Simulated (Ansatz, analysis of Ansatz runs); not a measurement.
# Interstitial H in hcp Sc, hop from a tetrahedral to the next octahedral site: migration barrier, LDA, part 2 of 2

How near does this set-up come to the measured migration barrier? Subject: interstitial H in hcp Sc, hop from a tetrahedral to the next octahedral site. Set-up: LDA, 36-site cell, LDA lattice, 420 eV, k: 3x3x3 Gamma-centred. The model is a cell of 36 host atoms with 1 H put in. The barrier is the energy of the highest image of a climbing band over the relaxed site that the atom leaves. A local or semilocal functional is the cheapest first rung.

Ansatz 0.2.0; LDA, 36-site cell, LDA lattice, 420 eV, k: 3x3x3 Gamma-centred.

So far: The structure; Relaxation, charge 0.

### Step 3. Nudged elastic band

A band of images joins the two ends; its highest image climbs to the saddle, whose energy over the site left is the barrier.

This step: plane-wave PAW DFT, LDA; nudged elastic band between two relaxed defect structures at fixed charge.

The input, neb/input.yaml:

```yaml
crystal:
  lattice:
    - [9.69742949, 0.0, 0.0]
    - [-4.84871475, 8.39822029, 0.0]
    - [0.0, 0.0, 9.93979703]
  atoms:
    - { symbol: Sc, position: [0.11133807, 0.222418802, 0.12613815] }
    - { symbol: Sc, position: [0.221473138, 0.109612943, 0.375569519] }
    - { symbol: Sc, position: [0.110714504, 0.221751443, 0.625335523] }
    - { symbol: Sc, position: [0.222503541, 0.111673748, 0.876017968] }
    - { symbol: Sc, position: [0.11133807, 0.555585935, 0.12613815] }
    - { symbol: Sc, position: [0.220585213, 0.44362594, 0.375618478] }
    - { symbol: Sc, position: [0.110714504, 0.555629728, 0.625335523] }
    - { symbol: Sc, position: [0.219890705, 0.443278686, 0.874694093] }
    - { symbol: Sc, position: [0.111111111, 0.888888889, 0.124695345] }
    - { symbol: Sc, position: [0.221473138, 0.778526862, 0.375569519] }
    - { symbol: Sc, position: [0.111111111, 0.888888889, 0.626415597] }
    - { symbol: Sc, position: [0.222503541, 0.777496459, 0.876017968] }
    - { symbol: Sc, position: [0.444414065, 0.222418802, 0.12613815] }
    - { symbol: Sc, position: [0.555178624, 0.110922646, 0.375608621] }
    - { symbol: Sc, position: [0.444370272, 0.221751443, 0.625335523] }
    - { symbol: Sc, position: [0.555415445, 0.111041056, 0.875877277] }
    - { symbol: Sc, position: [0.444444444, 0.555555556, 0.114966417] }
    - { symbol: Sc, position: [0.55637406, 0.44362594, 0.375618478] }
    - { symbol: Sc, position: [0.444444444, 0.555555556, 0.626350293] }
    - { symbol: Sc, position: [0.556721314, 0.443278686, 0.874694093] }
    - { symbol: Sc, position: [0.444414065, 0.88866193, 0.12613815] }
    - { symbol: Sc, position: [0.55637406, 0.779414787, 0.375618478] }
    - { symbol: Sc, position: [0.444370272, 0.889285496, 0.625335523] }
    - { symbol: Sc, position: [0.556721314, 0.780109295, 0.874694093] }
    - { symbol: Sc, position: [0.777777778, 0.222222222, 0.126541683] }
    - { symbol: Sc, position: [0.889077354, 0.110922646, 0.375608621] }
    - { symbol: Sc, position: [0.777777778, 0.222222222, 0.625161784] }
    - { symbol: Sc, position: [0.888958944, 0.111041056, 0.875877277] }
    - { symbol: Sc, position: [0.777581198, 0.555585935, 0.12613815] }
    - { symbol: Sc, position: [0.889077354, 0.444821376, 0.375608621] }
    - { symbol: Sc, position: [0.778248557, 0.555629728, 0.625335523] }
    - { symbol: Sc, position: [0.888958944, 0.444584555, 0.875877277] }
    - { symbol: Sc, position: [0.777581198, 0.88866193, 0.12613815] }
    - { symbol: Sc, position: [0.890387057, 0.778526862, 0.375569519] }
    - { symbol: Sc, position: [0.778248557, 0.889285496, 0.625335523] }
    - { symbol: Sc, position: [0.888326252, 0.777496459, 0.876017968] }
    - { symbol: H, position: [0.444444444, 0.555555556, 0.424368978] }
basis:
  ecutwfc: 420
  xc_grid: 2
hamiltonian:
  xc: lda
kpoints:
  mp_grid: { grid: [3, 3, 3] }
scf:
  occupations: { method: methfessel_paxton, width: 0.1 }
  max_iter: 120
output:
  forces: true
neb:
  images: 3
  f_tol: 0.04
  climbing: true
  initial_path: idpp
  max_iterations: 45
  order_check: false
  final_atoms:
    - { symbol: Sc, position: [0.111047837, 0.222190949, 0.126517783] }
    - { symbol: Sc, position: [0.222246662, 0.111181377, 0.376169685] }
    - { symbol: Sc, position: [0.111174006, 0.222254033, 0.625152718] }
[... 2 atom lines left out ...]
    - { symbol: Sc, position: [0.222246662, 0.444399345, 0.376169685] }
    - { symbol: Sc, position: [0.111073596, 0.55557241, 0.625000327] }
[... 7 atom lines left out ...]
    - { symbol: Sc, position: [0.444391973, 0.222254033, 0.625152718] }
[... 1 atom line left out ...]
    - { symbol: Sc, position: [0.444455057, 0.555598169, 0.126517783] }
    - { symbol: Sc, position: [0.555464629, 0.444399345, 0.376169685] }
    - { symbol: Sc, position: [0.444391973, 0.555472001, 0.625152718] }
[... 2 atom lines left out ...]
    - { symbol: Sc, position: [0.555565038, 0.777818131, 0.376322076] }
    - { symbol: Sc, position: [0.444598949, 0.888966505, 0.626437287] }
[... 7 atom lines left out ...]
    - { symbol: Sc, position: [0.777810759, 0.55557241, 0.625000327] }
[... 3 atom lines left out ...]
    - { symbol: Sc, position: [0.777679502, 0.888966505, 0.626437287] }
[... 1 atom line left out ...]
    - { symbol: H, position: [0.333319317, 0.333326689, 0.500661202] }
```

On the command line:

```bash
$ ansatz run input.yaml --threads 8 --pin off --max-ram 14131MiB --backend cpu --events-out ev --progress --plain --runs-dir out
```

Numbers of over 12 decimals in the logs are rounded to 6 here.

Log:

```text
[...]
Warning: neb: disabling space-group detection — the band's intermediate images generally break the endpoint symmetry, so no spatial operation reduces the k-mesh or symmetrises the density, except that a semilocal band can use its path's symmetry ahead of [...]
[...]
parallel-image band execution: 2 concurrent image workers
NEB image 0
Crystal: 37 atoms, lattice volume = 809.508 Å³
Basis set: ecut = 420 eV, 15885 PW (Γ), exchange–correlation on 144×144×144 points (8 copies of the dense FFT grid, shifted against one another)
Bands: 239, of which v1, the nominal top of the filled ones, is band 199 counted from 1 (198 counted from 0)
Symmetry: 1 space group operations
k-points: 14 of 27 (time reversal used)
[...]
SCF iter   1: F=—  HF=-75221.299895 eV  |F-HF|=—  |Δ(HF+E_count)|=         —  Δρ=6.19e-3  dr2=8.33e-1  ethr=1.77e-3  ⟨swp⟩=9.5  Hψ=15778  notcnv=0
[...]
SCF iter   8: F=-75221.250331 eV  HF=-75221.250331 eV  |F-HF|=1.31e-8  |Δ(HF+E_count)|=   1.38e-8  S|Δr|=    0.00e0  Δρ=1.01e-6  dr2=1.68e-8  ethr=2.52e-11  ⟨swp⟩=4.3  Hψ=8977  notcnv=0
SCF 1 converged in 8 iterations: F = -75221.250331 eV  dr2 = 1.68e-8
[...]
NSCF: frozen V_eff on 14 k-points
NEB image 4
SCF iter   1: F=—  HF=-75221.194176 eV  |F-HF|=—  |Δ(HF+E_count)|=         —  Δρ=5.95e-3  dr2=6.98e-1  ethr=1.77e-3  ⟨swp⟩=8.9  Hψ=14874  notcnv=0
[...]
SCF iter   7: F=-75221.148998 eV  HF=-75221.148998 eV  |F-HF|=6.32e-8  |Δ(HF+E_count)|=   1.28e-7  S|Δr|=    0.00e0  Δρ=2.75e-6  dr2=9.51e-8  ethr=2.52e-11  ⟨swp⟩=3.6  Hψ=10801  notcnv=0
SCF 2 converged in 7 iterations: F = -75221.148998 eV  dr2 = 9.51e-8
[...]
NEB end point (image 0): max|allowed force component| = 1.446e-2 eV/Å (the criterion of neb.relax_end_points is 1.000e-2)
NEB end point (image 4): max|allowed force component| = 1.903e-3 eV/Å (the criterion of neb.relax_end_points is 1.000e-2)
NEB image 1
SCF iter   1: F=—  HF=-75220.862730 eV  |F-HF|=—  |Δ(HF+E_count)|=         —  Δρ=5.99e-3  dr2=5.99e-1  ethr=1.77e-3  ⟨swp⟩=8.7  Hψ=15843  notcnv=0
[...]
SCF iter   8: F=-75220.825314 eV  HF=-75220.825314 eV  |F-HF|=1.10e-8  |Δ(HF+E_count)|=   1.58e-8  S|Δr|=    0.00e0  Δρ=9.67e-7  dr2=1.44e-8  ethr=2.52e-11  ⟨swp⟩=4.2  Hψ=7893  notcnv=0
SCF 3 converged in 8 iterations: F = -75220.825314 eV  dr2 = 1.44e-8
NEB image 2
SCF iter   1: F=—  HF=-75220.559167 eV  |F-HF|=—  |Δ(HF+E_count)|=         —  Δρ=5.69e-3  dr2=3.56e-1  ethr=1.77e-3  ⟨swp⟩=9.4  Hψ=16860  notcnv=0
[...]
SCF iter   8: F=-75220.536675 eV  HF=-75220.536675 eV  |F-HF|=6.72e-9  |Δ(HF+E_count)|=   1.49e-8  S|Δr|=    0.00e0  Δρ=8.42e-7  dr2=8.70e-9  ethr=2.52e-11  ⟨swp⟩=3.8  Hψ=7301  notcnv=0
SCF 4 converged in 8 iterations: F = -75220.536675 eV  dr2 = 8.70e-9
NEB image 3
SCF iter   1: F=—  HF=-75220.883343 eV  |F-HF|=—  |Δ(HF+E_count)|=         —  Δρ=5.73e-3  dr2=5.11e-1  ethr=1.77e-3  ⟨swp⟩=9.4  Hψ=15744  notcnv=0
[...]
SCF iter   8: F=-75220.853527 eV  HF=-75220.853527 eV  |F-HF|=1.04e-8  |Δ(HF+E_count)|=   1.39e-8  S|Δr|=    0.00e0  Δρ=9.61e-7  dr2=1.22e-8  ethr=2.52e-11  ⟨swp⟩=3.8  Hψ=8502  notcnv=0
SCF 5 converged in 8 iterations: F = -75220.853527 eV  dr2 = 1.22e-8
NEB iter   1: max|band force component| = 9.134e-1 eV/Å  barrier→ = 0.7137 eV  barrier← = 0.6123 eV  Δτ_max = 0.1860 Å  (39 SCF iters)
NEB image 1
[...]
iter 1 solved again at ethr=3.06e-4 eV; its pass at ethr=3.10e-3 eV (dr2=1.22e0 eV) is discarded
SCF iter   1: F=—  HF=-75221.073441 eV  |F-HF|=—  |Δ(HF+E_count)|=         —  Δρ=6.18e-3  dr2=1.47e0  ethr=3.06e-4  ⟨swp⟩=1.4  Hψ=12744  notcnv=0
eigensolver tolerance schedule calibrated: the retry pair's looser diagonalisation under-reported the residual by θ = 0.17 (0.17/decade); [...]
SCF iter   2: F=—  HF=-75220.964314 eV  |F-HF|=—  |Δ(HF+E_count)|=   1.09e-1  S|Δr|=    0.00e0  Δρ=2.76e-3  dr2=2.51e-1  ethr=1.28e-4  ⟨swp⟩=2.0  Hψ=4105  notcnv=0
[...]
SCF iter   8: F=-75220.925969 eV  HF=-75220.925969 eV  |F-HF|=1.11e-8  |Δ(HF+E_count)|=   2.13e-8  S|Δr|=    0.00e0  Δρ=8.94e-7  dr2=1.44e-8  ethr=8.72e-12  ⟨swp⟩=3.6  Hψ=8620  notcnv=0
SCF 6 converged in 8 iterations: F = -75220.925969 eV  dr2 = 1.44e-8
NEB image 2
[...]
SCF iter   8: F=-75220.663096 eV  HF=-75220.663096 eV  |F-HF|=1.17e-8  |Δ(HF+E_count)|=   2.50e-8  S|Δr|=    0.00e0  Δρ=1.02e-6  dr2=1.54e-8  ethr=1.51e-11  ⟨swp⟩=3.7  Hψ=8764  notcnv=0
SCF 7 converged in 8 iterations: F = -75220.663096 eV  dr2 = 1.54e-8
NEB image 3
[...]
SCF iter   8: F=-75220.900357 eV  HF=-75220.900357 eV  |F-HF|=8.54e-9  |Δ(HF+E_count)|=   1.22e-8  S|Δr|=    0.00e0  Δρ=8.23e-7  dr2=1.07e-8  ethr=2.52e-11  ⟨swp⟩=3.6  Hψ=7089  notcnv=0
SCF 8 converged in 8 iterations: F = -75220.900357 eV  dr2 = 1.07e-8
NEB iter   2: max|band force component| = 8.837e-1 eV/Å  barrier→ = 0.5872 eV  barrier← = 0.4859 eV  Δτ_max = 0.0951 Å  (24 SCF iters)
NEB image 1
[...]
SCF iter   7: F=-75220.972609 eV  HF=-75220.972609 eV  |F-HF|=4.71e-8  |Δ(HF+E_count)|=   1.08e-7  S|Δr|=    0.00e0  Δρ=2.14e-6  dr2=6.88e-8  ethr=2.52e-11  ⟨swp⟩=4.4  Hψ=9898  notcnv=0
SCF 9 converged in 7 iterations: F = -75220.972609 eV  dr2 = 6.88e-8
NEB image 2
[...]
SCF iter   7: F=-75220.706075 eV  HF=-75220.706075 eV  |F-HF|=3.51e-8  |Δ(HF+E_count)|=   9.19e-8  S|Δr|=    0.00e0  Δρ=1.90e-6  dr2=5.26e-8  ethr=2.52e-11  ⟨swp⟩=4.6  Hψ=9926  notcnv=0
SCF 10 converged in 7 iterations: F = -75220.706075 eV  dr2 = 5.26e-8
NEB image 3
[...]
SCF iter   7: F=-75220.920505 eV  HF=-75220.920505 eV  |F-HF|=1.42e-8  |Δ(HF+E_count)|=   3.42e-8  S|Δr|=    0.00e0  Δρ=1.19e-6  dr2=1.92e-8  ethr=2.52e-11  ⟨swp⟩=3.9  Hψ=9335  notcnv=0
SCF 11 converged in 7 iterations: F = -75220.920505 eV  dr2 = 1.92e-8
NEB iter   3: max|band force component| = 2.261e-1 eV/Å  barrier→ = 0.5443 eV  barrier← = 0.4429 eV  CI = image 2  Δτ_max = 0.0417 Å  (21 SCF iters)
[...]
NEB iter   4: max|band force component| = 6.191e-2 eV/Å  barrier→ = 0.5361 eV  barrier← = 0.4348 eV  CI = image 2  Δτ_max = 0.0317 Å  (18 SCF iters)
NEB image 1
[...]
SCF iter   6: F=-75220.974175 eV  HF=-75220.974175 eV  |F-HF|=8.25e-9  |Δ(HF+E_count)|=   1.95e-8  S|Δr|=    0.00e0  Δρ=9.02e-7  dr2=1.12e-8  ethr=2.52e-11  ⟨swp⟩=4.0  Hψ=8736  notcnv=0
SCF 15 converged in 6 iterations: F = -75220.974175 eV  dr2 = 1.12e-8
NEB image 2
[...]
SCF iter   6: F=-75220.716494 eV  HF=-75220.716494 eV  |F-HF|=1.68e-8  |Δ(HF+E_count)|=   3.47e-8  S|Δr|=    0.00e0  Δρ=1.28e-6  dr2=2.32e-8  ethr=2.52e-11  ⟨swp⟩=4.0  Hψ=9513  notcnv=0
SCF 16 converged in 6 iterations: F = -75220.716494 eV  dr2 = 2.32e-8
NEB image 3
[...]
SCF iter   6: F=-75220.930153 eV  HF=-75220.930153 eV  |F-HF|=1.18e-8  |Δ(HF+E_count)|=   1.91e-8  S|Δr|=    0.00e0  Δρ=1.08e-6  dr2=1.63e-8  ethr=2.52e-11  ⟨swp⟩=3.9  Hψ=9027  notcnv=0
SCF 17 converged in 6 iterations: F = -75220.930153 eV  dr2 = 1.63e-8
NEB image 1
[...]
NEB image 3
[...]
NEB image 2
[...]
NEB iter   5: max|band force component| = 2.878e-2 eV/Å  barrier→ = 0.5338 eV  barrier← = 0.4325 eV  CI = image 2  Δτ_max = 0.0000 Å  (18 SCF iters)
SCF converged after 6 iterations
[...]
Free energy (F): -75220.716494 eV
[...]
Internal energy: -75220.742615 eV  (E = F + TS)
E sigma→0 (E₀):  -75220.723024 eV
Entropy (-TS):   0.026121 eV (0.706 meV/atom)
Fermi energy:    10.079221 eV
[...]
--- Forces (eV/Å), atoms counted from 1 ---
  atom   1  Sc    -0.00242779    -0.00126601     0.00258696
  atom   2  Sc     0.00017968    -0.00769607    -0.00522817
  atom   3  Sc     0.00163418     0.00213872    -0.00863832
  [... 2 atoms left out ...]
  atom   6  Sc    -0.01700105     0.00165831    -0.00285350
  atom   7  Sc     0.00037690    -0.00042180    -0.00355292
  [... 9 atoms left out ...]
  atom  17  Sc     0.00046395     0.00069116     0.00310926
  atom  18  Sc     0.00588080     0.00387216     0.00392601
  atom  19  Sc     0.00159648     0.01731076     0.02774959
  [... 2 atoms left out ...]
  atom  22  Sc     0.00014417    -0.00235807    -0.00021689
  atom  23  Sc     0.00033443    -0.00019245    -0.00186883
  [... 11 atoms left out ...]
  atom  35  Sc    -0.00075457    -0.00027594    -0.00119676
  [... 1 atom left out ...]
  atom  37  H      0.00844030    -0.01550828    -0.01074688
  max |Σ_I F_I| component: 1.72e-5 eV/Å
--- Band table (eV; the first three rows and the last of 14) ---
[...]
[... further k-points left out ...]
this run last wrote the band of iteration 5 to <dir>
--- NEB band (5 images, 5 band iterations, 120 SCF iterations) ---
  forward barrier  = 0.533837 eV
  backward barrier = 0.432503 eV
  lagrangian_above_aufbau_ev (what the smearing adds, to first order; not taken off the barriers): saddle image +0.014709 eV, end points +0.012682 and +0.007519 eV
  climbing image's point = of an order that was not read
  energies are F+E_penalty+E_count in eV, relative to image 0
  image     s (Å)  Δ vs image 0  max|band force component| (eV/Å)
      0    0.0000      0.000000                                 —
      1    0.5191      0.276156                          1.741e-2
  *   2    1.0381      0.533837                          2.878e-2
      3    1.5435      0.320178                          8.627e-3
      4    2.0488      0.101333                                 —
  climbing-image geometry (image 2):
  cell:  # Å, volume = 809.5085 Å³
    - [9.69742949, 0.0, 0.0]
    - [-4.84871475, 8.39822029, 0.0]
    - [0.0, 0.0, 9.93979703]
  atoms:
    - { symbol: Sc, position: [0.110854, 0.221877, 0.125201] }
    - { symbol: Sc, position: [0.220316, 0.107326, 0.373785] }
    - { symbol: Sc, position: [0.108655, 0.221463, 0.625987] }
    - { symbol: Sc, position: [0.222579, 0.111819, 0.874432] }
    - { symbol: Sc, position: [0.110750, 0.556456, 0.123707] }
    - { symbol: Sc, position: [0.217398, 0.444777, 0.373420] }
    - { symbol: Sc, position: [0.110691, 0.556574, 0.625822] }
    - { symbol: Sc, position: [0.220055, 0.443408, 0.875092] }
    - { symbol: Sc, position: [0.111427, 0.889548, 0.124408] }
    - { symbol: Sc, position: [0.221391, 0.777252, 0.374895] }
    - { symbol: Sc, position: [0.111862, 0.890386, 0.624614] }
    - { symbol: Sc, position: [0.222625, 0.777919, 0.875614] }
    - { symbol: Sc, position: [0.444353, 0.221845, 0.125214] }
    - { symbol: Sc, position: [0.554557, 0.109743, 0.376037] }
    - { symbol: Sc, position: [0.446145, 0.221514, 0.625947] }
    - { symbol: Sc, position: [0.555596, 0.110522, 0.876260] }
    - { symbol: Sc, position: [0.444449, 0.555583, 0.119059] }
    - { symbol: Sc, position: [0.560754, 0.444733, 0.373339] }
    - { symbol: Sc, position: [0.447070, 0.560875, 0.631000] }
    - { symbol: Sc, position: [0.556657, 0.443395, 0.875103] }
    - { symbol: Sc, position: [0.444792, 0.888315, 0.127371] }
    - { symbol: Sc, position: [0.553151, 0.772979, 0.376805] }
    - { symbol: Sc, position: [0.444653, 0.889424, 0.625488] }
    - { symbol: Sc, position: [0.556725, 0.780119, 0.878000] }
    - { symbol: Sc, position: [0.778320, 0.223318, 0.126712] }
    - { symbol: Sc, position: [0.888553, 0.109780, 0.376021] }
    - { symbol: Sc, position: [0.777807, 0.222264, 0.625668] }
    - { symbol: Sc, position: [0.888238, 0.110509, 0.876289] }
    - { symbol: Sc, position: [0.779054, 0.556460, 0.123674] }
    - { symbol: Sc, position: [0.888947, 0.444559, 0.375614] }
    - { symbol: Sc, position: [0.779137, 0.556542, 0.625821] }
    - { symbol: Sc, position: [0.888750, 0.444155, 0.874865] }
    - { symbol: Sc, position: [0.776856, 0.888302, 0.127389] }
    - { symbol: Sc, position: [0.889164, 0.777229, 0.374911] }
    - { symbol: Sc, position: [0.778088, 0.889433, 0.625465] }
    - { symbol: Sc, position: [0.888595, 0.777924, 0.875589] }
    - { symbol: H, position: [0.389615, 0.445998, 0.466368] }
```

Run time: 22 min. Hardware: 8 threads of Arm Neoverse V2, shared host; peak memory 11 GiB.

In the SCF lines HF is the Harris–Foulkes energy and dr2 the Hartree energy of the density residual, in eV; the loop may stop once dr2 is under the threshold and the program's other checks hold. Hψ counts applications of the Hamiltonian.

Images along the path:

| image | path (Å) | energy (eV) | H37: x, y, z (Å) |
| --- | --- | --- | --- |
| 0 | 0.000 | 0.0000 | 1.616, 4.666, 4.218 |
| 1 | 0.519 | 0.2762 | 1.616, 4.223, 4.440 |
| 2 | 1.038 | 0.5338 | 1.616, 3.746, 4.636 |
| 3 | 1.543 | 0.3202 | 1.616, 3.277, 4.821 |
| 4 | 2.049 | 0.1013 | 1.616, 2.799, 4.976 |

Numbers from this step:

| Property | Result |
| --- | --- |
| free energy | -75220.7165 eV |
| smearing term TS | -0.02612 eV |
| barrier forward | 0.5338 eV |
| barrier backward | 0.4325 eV |

### Step 4. What came out

```
migration barrier (saddle less minimum) : 0.53 eV
energy difference of the two ends       : 0.10 eV
length of the hop                       : 2.01 Å
time of the whole chain                 : 24 min on 8 threads
```

Migration barrier: computed 0.53 eV, measured 0.54 eV; 0.01 eV below the measurement. The measured number is an Arrhenius activation energy of long-range diffusion; for H it holds zero-point energy, and trapping at vacancies and dislocations can raise it. One hop between neighbouring sites is computed at the host's lattice.

[Logs are printed without paths, hosts, clocks, repeated set-up lines and the standing remarks that a program may print on its own settings, such as how far it seeks lower states.]

[Hosts, paths, dates, database ids (printed as entryN), source tags and the programs' standing remarks are cut or masked in the printed files.]

[For some hosts the program warned that the k-mesh of the response run may be too coarse for force constants and the static dielectric constant; such warnings are not shown here.]
